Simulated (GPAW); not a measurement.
**Local fields, kernels and plasmons in ZrSe2 (1T monolayer)**

Aim: ε(ω) and the loss function of ZrSe2 (1T monolayer), with and without local fields, at several momentum transfers.

Main program and level: GPAW 26.7.0; LDA and many-body steps on it, plane waves.

## (1) The system as given

The cell holds 3 atoms: 1 Zr and 2 Se. Its edges and angles: a = 3.711 Å, b = 3.711 Å, c = 14.500 Å, α = 90.0°, β = 90.0°, γ = 120.0°. Vacuum lies along c.

Coordinates:

```
Zr Se
1.0
     3.71102    0.00000    0.00000
    -1.85551    3.21383    0.00000
     0.00000    0.00000   14.50000
Zr Se
1 2
Direct
  0.00000 0.00000 0.50000
  0.33333 0.66667 0.60771
  0.66667 0.33333 0.39229
```

The structure was relaxed with LDA. The runs that relaxed it are not among those shown.

## (2) Empty states on the mesh, 15×15×1 mesh, 229 bands

This step: GPAW 26.7.0; DFT, LDA, plane waves, PAW.

The sums over transitions need many empty states on a uniform mesh; this step solves for them.

The input, run.py:

```python
import json
import numpy as np
from gpaw.mpi import world
from gpaw import GPAW

calc = GPAW('gs.gpw').fixed_density(kpts={'size': (15, 15, 1), 'gamma': True},
    nbands=267,
    convergence={'bands': 229},
    txt='nscf.txt')
calc.write('full.gpw', mode='all')
res = {}
kpts = calc.get_ibz_k_points()
res['kpts'] = kpts
res['eigenvalues'] = [calc.get_eigenvalues(kpt=k) for k in range(len(kpts))]
res['n_electrons'] = calc.get_number_of_electrons()

if world.rank == 0:
    with open('result.json', 'w') as f:
        json.dump(res, f, default=lambda x: x.tolist())
```

The run is started by

```console
mpirun -n 4 gpaw python run.py
```

The log of the run:

```text
Diagonalizing LCAO Hamiltonian
Converting LCAO to pw mode
convergence criteria:
- Maximum integral of absolute [eigenst]ate change: 4e-08 eV^2 / valence electron
maximum number of iterations: 100

SCF iterations
|iter     |     time |      energy | eigst |  dens |
|iter:   1|  |             | +4.45 |       |
|iter:   2|  |             | +3.24 |       |
|iter:   3|  |             | +2.12 |       |
[...]
|iter:  14|  |             | -6.92 |       |
|iter:  15|  |             | -7.31 |       |
|iter:  16|  |             | -7.64c|       |
SCF steps: 16
  __  _  _
 | _ |_)|_||  |
 |__||  | ||/\| - 26.7.0

Input parameters:
  mode=PW(ecut=450.000000),
  convergence={'bands': 229},
  gpts=array([20, 20, 72]),
  kpts=MonkhorstPack(size=(15, 15, 1), gamma=True),
  maxiter=100,
  nbands=267,
  occupations=Occupations(name='fermi-dirac', width=0.001, fixmagmom=False),
  parallel={},
  xc=XC(name='LDA')
# Writing to full.gpw (mode='all')
  [... matrices ...]

timing:  # [seconds]
  Total: 0.190  # ━━━━━━━━━━━━━━━━━━━━━━━━━━━━━━━━━━━━━━━━━━━━━━━━━━━━━━━━━━━
```

Elapsed: 4.5 min, on 4 MPI ranks of Arm Neoverse V1, shared host; peak memory 1.4 GiB.

Read from the output:

- gap: 0.3018 eV
- k of the valence top: 0, 0, 0
- k of the conduction bottom: 0.4667, 0, 0
- least direct gap: 1.011 eV
- k points computed: 27
- lowest point of the top converged band, above the valence top: 64.6562 eV

On this mesh the gap is 0.302 eV.

## (3) RPA response

The response function is computed on a frequency grid, with local fields up to the given cutoff.

This step: linear response, RPA, on LDA, plane waves, PAW.

The input, run.py:

```python
import json
import numpy as np
from gpaw.mpi import world
from gpaw.response.df import DielectricFunction

df = DielectricFunction('full.gpw',
    ecut=50,
    nbands=229,
    eta=0.2,
    frequencies={'type': 'nonlinear', 'domega0': 0.05, 'omega2': 10.0},
    intraband=False,
    truncation='2D',
    txt='df.txt')
res = {'optical': {}, 'eels': []}
for d in 'x':
    y0, y = df.get_polarizability(direction=d, xc='RPA', filename=None)
    res['optical'][d] = [y0.real, y0.imag, y.real, y.imag]
res['w'] = df.get_frequencies()
for q_c in [[0.0666666667, 0, 0], [0.2, 0, 0], [0.4666666667, 0, 0], [0.8, 0, 0], [1.2, 0, 0]]:
    res['eels'].append(df.get_eels_spectrum(q_c=q_c, xc='RPA', filename=None))

if world.rank == 0:
    with open('result.json', 'w') as f:
        json.dump(res, f, default=lambda x: x.tolist())
```

The run is started by

```console
mpirun -n 4 gpaw python run.py
```

The log of the run:

```text
Using integrator: PointIntegrator
NonLinearFrequencyDescriptor(from 0.000 to 116.569 eV, 401 points)
Nonperiodic BCs:  [False False  True]
Using integrator: PointIntegrator
NonLinearFrequencyDescriptor(from 0.000 to 116.569 eV, 401 points)
Nonperiodic BCs:  [False False  True]

Calculating chi0 body with:
    Ground state adapter containing:
    Number of spins: 1
    Number of kpoints: 225
    Number of irreducible kpoints: 27
    Number of completely occupied states: 12
    Number of partially occupied states: 12
    Occupied states memory: 5.2734375 M / cpu

    Linear response parametrization:
    q_c: [0.0, 0.0, 0.0]
    Number of frequency points: 401
    Planewave cutoff: 50.0
    Number of bands: 229
    Number of planewaves: 137
    Broadening (eta): 0.2
    comm.size: 4
    kncomm.size: 4
    blockcomm.size: 1

    Memory estimate of potentially large arrays:
        chi0_wGG: 114.843277 M / cpu
Integrating chi0 body.

Symmetries of q_c:
    Direct symmetries (Uq -> q): 12
    Indirect symmetries (TUq -> q): 0
In total 12 allowed symmetries.

  [... matrices ...]
27 groups of equivalent kpoints. 88.0% reduction.

Integral kind: spectral function

Calculating chi0 optical extensions with:
    Ground state adapter containing:
    Number of spins: 1
    Number of kpoints: 225
    Number of irreducible kpoints: 27
    Number of completely occupied states: 12
    Number of partially occupied states: 12
    Occupied states memory: 5.2734375 M / cpu

    Linear response parametrization:
    Number of frequency points: 401
    Planewave cutoff: 50.0
    Number of bands: 229
    Number of planewaves: 137
    Broadening (eta): 0.2
Integrating chi0 head and wings.

Symmetries of q_c:
    Direct symmetries (Uq -> q): 12
    Indirect symmetries (TUq -> q): 0
In total 12 allowed symmetries.

  [... matrices ...]
27 groups of equivalent kpoints. 88.0% reduction.

Integral kind: spectral function wings

Calculating chi0 body with:
    Ground state adapter containing:
    Number of spins: 1
    Number of kpoints: 225
    Number of irreducible kpoints: 27
    Number of completely occupied states: 12
    Number of partially occupied states: 12
    Occupied states memory: 5.2734375 M / cpu

    Linear response parametrization:
    q_c: [0.0666666667, 0.0, 0.0]
    Number of frequency points: 401
    Planewave cutoff: 50.0
    Number of bands: 229
    Number of planewaves: 135
    Broadening (eta): 0.2
    comm.size: 4
    kncomm.size: 4
    blockcomm.size: 1

    Memory estimate of potentially large arrays:
        chi0_wGG: 111.514664 M / cpu
Integrating chi0 body.

Symmetries of q_c:
    Direct symmetries (Uq -> q): 2
    Indirect symmetries (TUq -> q): 0
In total 2 allowed symmetries.

  [... matrices ...]
120 groups of equivalent kpoints. 46.666667% reduction.

Integral kind: spectral function

[... 4 further calls ...]
```

It took 3.2 min on 4 MPI ranks; peak memory 2.6 GiB; 13 min of CPU time.

This step gave:

```
static polarisability of the sheet (Å) : 7.793
the same without local fields          : 8.437
```

The static value is 7.79.

The Im polarisability of the sheet has structure finer than the step of the table below, so its rows give means over 1 eV. Peaks (eV: height): xx, no local fields 1.6: 11.3, 4.6: 5.15; xx, local fields 1.6: 10.1, 4.6: 4.71.

RPA, broadening 0.2 eV. Table of Im polarisability of the sheet by photon energy; means over each step:

```
photon energy (eV)  xx, no local fields (Å)  xx, local fields (Å)
                 1                     4.42                  3.90
                 2                     7.71                  7.39
                 3                     2.23                  2.22
                 4                     3.40                  3.18
                 5                     4.89                  4.50
                 6                     3.88                  3.77
                 7                     2.20                  2.14
                 8                     1.89                  1.74
                 9                     1.91                  1.68
                10                     1.54                  1.25
                11                     1.23                 0.874
                12                     1.15                 0.841
                13                    0.961                 0.790
                14                    0.659                 0.591
                15                    0.564                 0.608
                16                    0.306                 0.378
                17                    0.259                 0.305
                18                    0.192                 0.268
                19                    0.152                 0.219
                20                    0.127                 0.183
                21                    0.115                 0.171
                22                    0.102                 0.149
                23                   0.0853                 0.132
                24                   0.0680                 0.113
                25                   0.0601                 0.101
                26                   0.0577                0.0905
                27                   0.0795                0.0912
                28                    0.245                 0.100
                29                    0.384                 0.109
                30                    0.578                 0.123
                31                    0.297                 0.174
                32                    0.250                 0.148
                33                    0.125                 0.163
                34                   0.0809                 0.168
                35                   0.0665                 0.142
                36                   0.0565                 0.105
                37                   0.0648                0.0839
                38                   0.0557                0.0880
                39                   0.0377                0.0979
```

## (4) RPA response, local-field cutoff (15×15×1 mesh, 229 bands, screening to 100 eV, broadening 0.2 eV)

Edit run.py of step 3 so:

```diff
@@ -6,3 +6,3 @@
 df = DielectricFunction('full.gpw',
-    ecut=50,
+    ecut=100,
     nbands=229,
@@ -18,3 +18,3 @@
 res['w'] = df.get_frequencies()
-for q_c in [[0.0666666667, 0, 0], [0.2, 0, 0], [0.4666666667, 0, 0], [0.8, 0, 0], [1.2, 0, 0]]:
+for q_c in [[0.4666666667, 0, 0]]:
     res['eels'].append(df.get_eels_spectrum(q_c=q_c, xc='RPA', filename=None))
```

The run is started by

```console
mpirun -n 4 gpaw python run.py
```

The log of the run:

```text
Using integrator: PointIntegrator
NonLinearFrequencyDescriptor(from 0.000 to 116.569 eV, 401 points)
Nonperiodic BCs:  [False False  True]
Using integrator: PointIntegrator
NonLinearFrequencyDescriptor(from 0.000 to 116.569 eV, 401 points)
Nonperiodic BCs:  [False False  True]

Calculating chi0 body with:
    Ground state adapter containing:
    Number of spins: 1
    Number of kpoints: 225
    Number of irreducible kpoints: 27
    Number of completely occupied states: 12
    Number of partially occupied states: 12
    Occupied states memory: 5.2734375 M / cpu

    Linear response parametrization:
    q_c: [0.0, 0.0, 0.0]
    Number of frequency points: 401
    Planewave cutoff: 100.0
    Number of bands: 229
    Number of planewaves: 341
    Broadening (eta): 0.2
    comm.size: 4
    kncomm.size: 4
    blockcomm.size: 1

    Memory estimate of potentially large arrays:
        chi0_wGG: 711.497208 M / cpu
Integrating chi0 body.

Symmetries of q_c:
    Direct symmetries (Uq -> q): 12
    Indirect symmetries (TUq -> q): 0
In total 12 allowed symmetries.

  [... matrices ...]
27 groups of equivalent kpoints. 88.0% reduction.

Integral kind: spectral function

Calculating chi0 optical extensions with:
    Ground state adapter containing:
    Number of spins: 1
    Number of kpoints: 225
    Number of irreducible kpoints: 27
    Number of completely occupied states: 12
    Number of partially occupied states: 12
    Occupied states memory: 5.2734375 M / cpu

    Linear response parametrization:
    Number of frequency points: 401
    Planewave cutoff: 100.0
    Number of bands: 229
    Number of planewaves: 341
    Broadening (eta): 0.2
Integrating chi0 head and wings.

Symmetries of q_c:
    Direct symmetries (Uq -> q): 12
    Indirect symmetries (TUq -> q): 0
In total 12 allowed symmetries.

  [... matrices ...]
27 groups of equivalent kpoints. 88.0% reduction.

Integral kind: spectral function wings

Calculating chi0 body with:
    Ground state adapter containing:
    Number of spins: 1
    Number of kpoints: 225
    Number of irreducible kpoints: 27
    Number of completely occupied states: 12
    Number of partially occupied states: 12
    Occupied states memory: 5.2734375 M / cpu

    Linear response parametrization:
    q_c: [0.4666666667, 0.0, 0.0]
    Number of frequency points: 401
    Planewave cutoff: 100.0
    Number of bands: 229
    Number of planewaves: 398
    Broadening (eta): 0.2
    comm.size: 4
    kncomm.size: 4
    blockcomm.size: 1

    Memory estimate of potentially large arrays:
        chi0_wGG: 969.238342 M / cpu
Integrating chi0 body.

Symmetries of q_c:
    Direct symmetries (Uq -> q): 2
    Indirect symmetries (TUq -> q): 0
In total 2 allowed symmetries.

  [... matrices ...]
120 groups of equivalent kpoints. 46.666667% reduction.

Integral kind: spectral function
```

Run time: 2.4 min. Hardware: 4 MPI ranks; peak memory 11 GiB.

Numbers from this step:

```yaml
static_polarisability_of_the_sheet_a: 7.712
the_same_without_local_fields: 8.437
```

The static value is 7.71.

The Im polarisability of the sheet has structure finer than the step of the table below, so its rows give means over 1 eV. Peaks (eV: height): xx, no local fields 1.6: 11.3, 4.6: 5.15; xx, local fields 1.6: 10.1, 4.8: 4.33.

RPA, broadening 0.2 eV. Table of Im polarisability of the sheet by photon energy; means over each step:

```csv
photon energy (eV),"xx, no local fields (Å)","xx, local fields (Å)"
1,4.42,3.87
2,7.71,7.43
3,2.23,2.21
4,3.40,2.96
5,4.89,4.17
6,3.88,3.69
7,2.20,2.15
8,1.89,1.74
9,1.91,1.70
10,1.54,1.29
11,1.23,0.889
12,1.15,0.842
13,0.961,0.800
14,0.659,0.601
15,0.564,0.615
16,0.306,0.385
17,0.259,0.307
18,0.192,0.270
19,0.152,0.221
20,0.127,0.184
21,0.115,0.173
22,0.102,0.150
23,0.0853,0.132
24,0.0680,0.113
25,0.0601,0.101
26,0.0577,0.0902
27,0.0795,0.0897
28,0.245,0.0950
29,0.384,0.102
30,0.578,0.108
31,0.297,0.169
32,0.250,0.160
33,0.125,0.153
34,0.0809,0.167
35,0.0665,0.143
36,0.0565,0.106
37,0.0648,0.0829
38,0.0557,0.0844
39,0.0377,0.0963
```

## (5) RPA response, fewer bands (15×15×1 mesh, 14 bands, screening to 50 eV, broadening 0.2 eV)

Edit run.py of step 4 so:

```diff
@@ -6,4 +6,4 @@
 df = DielectricFunction('full.gpw',
-    ecut=100,
-    nbands=229,
+    ecut=50,
+    nbands=14,
     eta=0.2,
@@ -18,3 +18,3 @@
 res['w'] = df.get_frequencies()
-for q_c in [[0.4666666667, 0, 0]]:
+for q_c in []:
     res['eels'].append(df.get_eels_spectrum(q_c=q_c, xc='RPA', filename=None))
```

The run is started by

```console
mpirun -n 4 gpaw python run.py
```

The log of the run:

```text
Using integrator: PointIntegrator
NonLinearFrequencyDescriptor(from 0.000 to 52.125 eV, 331 points)
Nonperiodic BCs:  [False False  True]
Using integrator: PointIntegrator
NonLinearFrequencyDescriptor(from 0.000 to 52.125 eV, 331 points)
Nonperiodic BCs:  [False False  True]

Calculating chi0 body with:
    Ground state adapter containing:
    Number of spins: 1
    Number of kpoints: 225
    Number of irreducible kpoints: 27
    Number of completely occupied states: 12
    Number of partially occupied states: 12
    Occupied states memory: 5.2734375 M / cpu

    Linear response parametrization:
    q_c: [0.0, 0.0, 0.0]
    Number of frequency points: 331
    Planewave cutoff: 50.0
    Number of bands: 14
    Number of planewaves: 137
    Broadening (eta): 0.2
    comm.size: 4
    kncomm.size: 4
    blockcomm.size: 1

    Memory estimate of potentially large arrays:
        chi0_wGG: 94.795822 M / cpu
Integrating chi0 body.

Symmetries of q_c:
    Direct symmetries (Uq -> q): 12
    Indirect symmetries (TUq -> q): 0
In total 12 allowed symmetries.

  [... matrices ...]
27 groups of equivalent kpoints. 88.0% reduction.

Integral kind: spectral function

Calculating chi0 optical extensions with:
    Ground state adapter containing:
    Number of spins: 1
    Number of kpoints: 225
    Number of irreducible kpoints: 27
    Number of completely occupied states: 12
    Number of partially occupied states: 12
    Occupied states memory: 5.2734375 M / cpu

    Linear response parametrization:
    Number of frequency points: 331
    Planewave cutoff: 50.0
    Number of bands: 14
    Number of planewaves: 137
    Broadening (eta): 0.2
Integrating chi0 head and wings.

Symmetries of q_c:
    Direct symmetries (Uq -> q): 12
    Indirect symmetries (TUq -> q): 0
In total 12 allowed symmetries.

  [... matrices ...]
27 groups of equivalent kpoints. 88.0% reduction.

Integral kind: spectral function wings
```

Wall time 6.4 s (4 MPI ranks); peak memory 1.8 GiB.

Numbers from this step:

```yaml
static_polarisability_of_the_sheet_a: 5.843
the_same_without_local_fields: 6.258
```

(Continued in part 2 of 2.)

[Long decimals in the printed logs are rounded to 6 places.]

[Logs are printed without paths, hosts, clocks, repeated set-up lines and the standing remarks that a program may print on its own settings, such as how far it seeks lower states.]

[Paths, hosts, dates, memory and timing lines, banners, echoed tables and standing remarks are left out of the program output; an Ansatz launch command may be rebuilt from the run's recorded settings. Measured values are a selection of at most five: reports struck by readers or far from the other reports are left out. None is set beside runs whose start may be inverted or whose files or cutoffs have a known fault.]

[Runs of the session that timed out or met a known fault of the program may be left out.]

[Hosts, paths, dates, database ids (printed as entryN), source tags and the programs' standing remarks are cut or masked in the printed files.]

[Where the starting crystal was built by hand or by swapping elements, it need not be the compound's stable phase.]
